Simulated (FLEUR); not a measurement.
Computed results, one entry a study.

```
Eu: parallel and opposed starts
1.0
    -2.30300    2.30300    2.30300
     2.30300   -2.30300    2.30300
     2.30300    2.30300   -2.30300
Eu
1
Direct
  0.00000 0.00000 0.00000
# method: PBEsol with U = 6 eV on Eu f; all-electron FLAPW, Dirac cores, scalar-relativistic bands (and 1 further level or step)
# program: FLEUR MaX-R8.1
# settings of one run: kmax 3.6 1/bohr, gmax 10.8 1/bohr, muffin tin radii Eu: 2.8 bohr, lmax Eu: [10, 8], hist occupations, smearing width 0.03 eV, mixer Anderson, mixing 0.05, max iterations 130, stop 0.0001 me/bohr³, collinear spin, 8×8×8 k-mesh, double counting FLL, mesh matched on, seeded occupations whole cubic f orbitals, Hund's first rule, starting moments 7 μB
# cost: 4 runs, 3 min in all on 4 MPI ranks of Intel Xeon Platinum 8259CL at 2.50GHz (Skylake/Cascade Lake), shared host (the runs of this entry)
# notes: The database entry behind the starting cell differs from later determinations by our own check (about 0.5 % long). The run is spin-polarised, with a total moment of 7.28 μB a cell. Only 3 starts were tried; other patterns of signs, canted and longer-period orders were not.
# lowest state found: ferromagnetic (initial ferro +)
# largest site spin moment: 7.02 μB
# next finished state: antiferromagnetic, 2.36 meV a seeded atom higher
# orbital moment on the atom of largest spin, along its spin (spin–orbit run): -0.0102 μB
# spin plus orbital moment: Eu 7.01 μB
```

[Logs and program files are shortened in this print: banners, set-up blocks, solver, clock and traceback lines can be left out without a mark of their own.]

[Logs are printed without paths, hosts, clocks, repeated set-up lines and the standing remarks that a program may print on its own settings, such as how far it seeks lower states.]

[Hosts, paths, dates, database ids (printed as entryN), source tags and the programs' standing remarks are cut or masked in the printed files.]

[Where a cell is said to come from a database of computed structures, the database is the Materials Project.]
